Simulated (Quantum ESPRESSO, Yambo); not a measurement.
A convergence test on SnO2 (Cassiterite).

The structure is tetragonal, space group P4_2/mnm (No. 136). The conventional cell has a = 4.738 Å, b = 4.738 Å, c = 3.187 Å, α = 90.00°, β = 90.00°, γ = 90.00°. Nearest to Sn lie 6 O at 2.05 to 2.06 Å. O has 3 Sn at 2.05 to 2.06 Å nearest. Farther neighbours and most contacts between anions are not listed.

```xyz
6
Lattice="4.7380 0.0000 0.0000 0.0000 4.7380 0.0000 0.0000 0.0000 3.1865" Properties=species:S:1:pos:R:3 pbc="T T T"
Sn    0.0000    0.0000    0.0000
Sn    2.3690    2.3690    1.5933
O     1.4550    1.4550    0.0000
O     0.9140    3.8240    1.5933
O     3.2830    3.2830    0.0000
O     3.8240    0.9140    1.5933
```

The cell and positions come from the Crystallography Open Database and are kept as given unless a step says otherwise.

Program: Yambo 5.3.0; PBE start, 4×4×4 mesh, Godby-Needs plasmon pole.

```
bands  screening cutoff (eV)  gap on the mesh (eV)
   88                  115.6                 2.780
  247                  115.6                 2.659
   88                  190.5                 2.828
```

If the two steps added up, what gap would 247 bands at 190.5 eV give? Do they add up?

From the first row, the second adds −0.121 eV and the third +0.048 eV, so the sum predicts 2.780 −0.121 +0.048 = 2.707 eV. The run gave 2.752 eV, +0.045 eV from that. They don't add up: at the higher cutoff the same bands are worth −0.076 eV.

Limits: not at the basis limit; no spin-orbit coupling; coarse k mesh.

[Paths, hosts, dates, memory and timing lines, banners, echoed tables and standing remarks are left out of the program output.]

[Logs are printed without paths, hosts, clocks, repeated set-up lines and the standing remarks that a program may print on its own settings, such as how far it seeks lower states.]

[Runs of the session that timed out or met a known fault of the program may be left out.]

[Hosts, paths, dates, database ids (printed as entryN), source tags and the programs' standing remarks are cut or masked in the printed files.]
